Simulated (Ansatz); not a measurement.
# LaP (Fm-3m): relaxing the cell for a phonon run

Aim: bring LaP (Fm-3m) to small forces and stress, as phonons need.

Method: DFT PBEsol, scalar-relativistic, plane waves, PAW, in Ansatz 0.2.0.

This is a report of a sequence of runs, with most program output left out.

## Step 1: The structure

The structure is cubic, space group Fm-3m (No. 225). The conventional cell has a = 6.025 Å, b = 6.025 Å, c = 6.025 Å, α = 90.00°, β = 90.00°, γ = 90.00°. Nearest to La lie 6 P at 3.01 Å. Nearest to P lie 6 La at 3.01 Å. Farther neighbours are not listed.

## Step 2: A coarse first look

A quick single point on a coarse mesh tells whether the cell has a gap and how far it is from rest, which sets the k mesh and smearing that follow.

input.yaml reads:

```yaml
crystal:
  lattice:
    - [0.0, 3.0125, 3.0125]
    - [3.0125, 0.0, 3.0125]
    - [3.0125, 3.0125, 0.0]
  atoms:
    - { symbol: La, position: [0.0, 0.0, 0.0] }
    - { symbol: P, position: [0.5, 0.5, 0.5] }
kpoints:
  mp_grid: { grid: [6, 6, 6] }
hamiltonian:
  xc: pbesol
scf:
  occupations: { method: gaussian, width: 0.1 }
output:
  forces: true
  stress: true
  eigenvalues: true
```

The run is started by

```bash
> ansatz run input.yaml --threads 4 --pin off --max-ram 7168MiB --backend cpu --events-out ev --progress --plain --runs-dir out
```

Run time: 0.21 s. Hardware: 4 threads of AMD EPYC 9R45, shared host; peak memory 0.38 GiB.

This step gave:

```yaml
pressure: -1.623 GPa
volume_per_atom: 27.34 Å³
gap_on_the_k_mesh: 0 eV
```

The coarse mesh shows no gap and a pressure of -1.6 GPa.

## Step 3: Relaxation

The cell and atoms are relaxed, since residual forces and stress would shift the frequencies.

input.yaml, the sections that differ from step 2:

```yaml
kpoints:
  mp_grid: { grid: [12, 12, 12] }
output:
  forces: true
  stress: true
  eigenvalues: true
  write_density: true
  write_potential: true
  elf: true
  volumetric_format: npy
relax:
  adjacent_minimum: "off"
  f_tol: 0.005
  max_steps: 80
  cell: { stress_tol: 0.05 }
# crystal, hamiltonian, scf: as in step 2
```

Elapsed: 1.8 s, on 4 threads; peak memory 0.48 GiB; 6 s of CPU time.

The steps of the relaxation:

```
step  energy less that of the first step (eV)  largest force component (eV/Å)  pressure (GPa)  volume (Å³)
   1                                   0.0000                          0.0000           -1.72        54.68
   2                                   0.0014                          0.0000            2.06        52.10
   3                                  -0.0069                          0.0000           -0.07        53.47
   4                                  -0.0069                          0.0000            0.00        53.43
  5*                                  -0.0069                          0.0000            0.00        53.43
```

Relaxation steps marked * repeat the geometry before them on a plane-wave basis chosen anew for their cell, so energy and pressure can jump there. Relaxation step 2 was tried and not accepted.

Forces are held to the 48 operations that the run works with; a distortion that breaks them can't arise in this run.

| conventional cell, symmetrised | before | after | change |
| --- | --- | --- | --- |
| a (Å) | 6.025 | 5.979 | -0.8 % |
| b (Å) | 6.025 | 5.979 | -0.8 % |
| c (Å) | 6.025 | 5.979 | -0.8 % |
| volume (Å³/atom) | 27.34 | 26.71 | -2.3 % |

The relaxed structure:

```xyz
2
Lattice="0.0000 2.9894 2.9894 2.9894 0.0000 2.9894 2.9894 2.9894 0.0000" Properties=species:S:1:pos:R:3 pbc="T T T"
La    0.0000    0.0000    0.0000
P     2.9894    2.9894    2.9894
```

This step gave:

```
pressure        : -0.004390 GPa
volume per atom : 26.71 Å³
```

ELF in the ac plane of the conventional cell at fractional y = 0.000, with atoms of La and P within 0.2 Å of it. It is the smooth field of the valence electrons, not physical close to the nuclei.

Values, 9 rows by 16 columns, each cell a mean:
```
0.46 0.73 0.73 0.32 0.37 0.76 0.75 0.43 0.34 0.63 0.81 0.58 0.24 0.57 0.78 0.55
0.58 0.47 0.25 0.10 0.25 0.53 0.66 0.69 0.69 0.68 0.61 0.37 0.12 0.17 0.39 0.55
0.55 0.53 0.46 0.29 0.12 0.13 0.27 0.41 0.44 0.34 0.19 0.10 0.19 0.39 0.50 0.55
0.53 0.72 0.80 0.56 0.20 0.47 0.77 0.71 0.64 0.76 0.65 0.26 0.35 0.74 0.80 0.61
0.05 0.44 0.80 0.60 0.29 0.66 0.76 0.29 0.15 0.59 0.79 0.41 0.40 0.77 0.67 0.15
0.71 0.79 0.78 0.52 0.17 0.36 0.68 0.75 0.75 0.75 0.53 0.19 0.33 0.70 0.80 0.74
0.42 0.38 0.31 0.19 0.12 0.16 0.26 0.35 0.37 0.30 0.20 0.13 0.15 0.27 0.35 0.41
0.71 0.63 0.39 0.14 0.28 0.64 0.76 0.77 0.76 0.77 0.72 0.46 0.14 0.24 0.54 0.69
0.27 0.64 0.77 0.38 0.39 0.77 0.72 0.26 0.16 0.51 0.80 0.59 0.27 0.63 0.78 0.41
```
Columns run along a (6.0 Å), rows up along c (6.0 Å), edges of the conventional cell, whose origin can differ from the input's. Atoms in or near the plane, at fractional coordinates: La at (0.00, 0.00), La at (0.50, 0.50), P at (0.50, 0.00), P at (0.00, 0.50).

Valence density in the ac plane of the conventional cell at fractional y = 0.000, with atoms of La and P within 0.2 Å of it. It is the smooth field of the valence electrons, not physical close to the nuclei.

Ten even steps from '_' (0.1 e/Å³) to '@' (1.6 e/Å³), each cell a mean:
```
%%@@##::....----..::--::....==@@@@
@@%%==..__..::--------..____::**@@
++--..______..::::::..________::==
....__________......____________..
..____________......____________..
::::..______..--++==::________..::
----::..__..==%%@@@@**::____..----
..----....::##@@%%@@@@==....::--::
__::--....::%%@@%%%%@@++....::--..
::----..__::**@@@@@@%%--....::----
----..______::**%%##==..____..::--
....__________::::::..________....
..______________....____________..
::..__________........________..::
##**::______..------::..____..==##
@@@@**..__..----::----::__..--%%@@
%%@@##::....--::__..--::....++@@%%
```
Columns run along a (6.0 Å), rows up along c (6.0 Å), edges of the conventional cell, whose origin can differ from the input's. Atoms in or near the plane, at fractional coordinates: La at (0.00, 0.00), La at (0.50, 0.50), P at (0.50, 0.00), P at (0.00, 0.50).

Electrostatic potential energy in the ac plane of the conventional cell at fractional y = 0.000, with atoms of La and P within 0.2 Å of it. With pseudopotentials it is smooth inside the atoms' cores, unlike the true potential.

Ten even steps from '0' (-57 eV) to '9' (12 eV), each cell a mean:
```
53489972004898634
33689986347999753
67899999889999976
89999999999999998
99999999889999999
89999987667999998
46899863335799974
02799843543689840
01699743753689830
13899853333799962
68999975446899987
99999998788999999
99999999999999999
78999999999999988
45799998678999864
33589983126999733
73479961004898635
```
Columns run along a (6.0 Å; values clipped at the 3rd and 97th percentile), rows up along c (6.0 Å), edges of the conventional cell, whose origin can differ from the input's. Atoms in or near the plane, at fractional coordinates: La at (0.00, 0.00), La at (0.50, 0.50), P at (0.50, 0.00), P at (0.00, 0.50).

In this step the volume went from 27.34 to 26.71 Å³/atom.

## Step 4: Relaxing to small forces for the phonons

Phonons need a cell at rest on their own settings, so the relaxation is repeated with tight tolerances on forces and stress, using the mesh and the filling of the phonon run that follows.

input.yaml reads:

```yaml
crystal:
  lattice:
    - [0.0, 2.9893524227, 2.9893524227]
    - [2.9893524227, 0.0, 2.9893524227]
    - [2.9893524227, 2.9893524227, 0.0]
  atoms:
    - { symbol: La, position: [0.0, 0.0, 0.0] }
    - { symbol: P, position: [0.5, 0.5, 0.5] }
kpoints:
  mp_grid: { grid: [12, 12, 12] }
hamiltonian:
  xc: pbesol
scf:
  occupations: { method: methfessel_paxton, width: 0.15 }
output:
  forces: true
  stress: true
  eigenvalues: true
relax:
  adjacent_minimum: "off"
  f_tol: 0.001
  max_steps: 60
  cell: { stress_tol: 0.01 }
```

Wall time 0.77 s (4 threads); peak memory 0.47 GiB.

Little changed from the start: no atom moved by 0.005 Å and no cell edge by 0.1 %.

Numbers from this step:

| Quantity | Value |
| --- | --- |
| pressure | -4.48e-4 GPa |

The forces vanish by symmetry and the pressure is 0.000 GPa, within the tolerances set. The cell now holds 26.71 Å³/atom.

## Step 5: Summary of results

| Quantity | Value |
| --- | --- |
| space group after relaxation | Fm-3m |
| lattice constant a | 5.979 Å |
| lattice constant b | 5.979 Å |
| lattice constant c | 5.979 Å |
| volume per atom | 26.7 Å³ |

In words: The forces vanish by symmetry and the pressure is 0.000 GPa, within the tolerances set. The cell now holds 26.71 Å³/atom. The relaxation keeps the symmetry of its start, so it says nothing on stability against lower symmetry. Spin-orbit coupling is left out, which can matter for the heavy elements here.

[Logs are printed without paths, hosts, clocks, repeated set-up lines and the standing remarks that a program may print on its own settings, such as how far it seeks lower states.]

[Hosts, paths, dates, database ids (printed as entryN), source tags and the programs' standing remarks are cut or masked in the printed files.]
